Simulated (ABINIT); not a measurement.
Planning a run of ABINIT 10.8.3 on TePb (Fm-3m). The input:

```
acell 3*1.0 Angstrom
rprim 
  -0.000000000000 3.231000000000 3.231000000000
  3.231000000000 0.000000000000 3.231000000000
  3.231000000000 3.231000000000 0.000000000000
ntypat 2
znucl 52 82
natom 2
typat 1 2
xred 
  0.500000000000 0.500000000000 0.500000000000
  0.000000000000 -0.000000000000 -0.000000000000
pp_dirpath "pseudos"
pseudos "Te.upf, Pb.upf"
ecut 34
ngkpt 4 4 4
nshiftk 1
shiftk 0 0 0
kptopt 1
chksymbreak 0
istwfk *1
occopt 1
irdwfk 1
optdriver 3
nband 268
ecuteps 6
inclvkb 2
awtr 1
symchi 1
indata_prefix "in"
outdata_prefix "out"
tmpdata_prefix "tmp"
```

```sh
OMP_NUM_THREADS=1 mpirun -n 8 abinit run.abi > log
```

**Question.** How long will it take on 8 MPI ranks of Arm Neoverse N1, shared host, and how much memory?

It took 2.8 min; on shared hardware allow 83 s to 5.5 min. Peak host memory was 3.2 GiB.

[Paths, hosts, dates, memory and timing lines, banners, echoed tables and standing remarks are left out of the program output.]

[Logs are printed without paths, hosts, clocks, repeated set-up lines and the standing remarks that a program may print on its own settings, such as how far it seeks lower states.]

[Runs of the session that timed out or met a known fault of the program may be left out.]

[Hosts, paths, dates, database ids (printed as entryN), source tags and the programs' standing remarks are cut or masked in the printed files.]

[G0W0 gaps are taken among the corrected bands and points alone; a level outside them can change the order at an edge.]

[Where Ansatz stands beside ABINIT at settings called matched, ABINIT's density can come from a denser mesh and the files from another edition; pairs whose starting gaps differed by over 0.03 eV were left out, so agreement reads better than it is.]
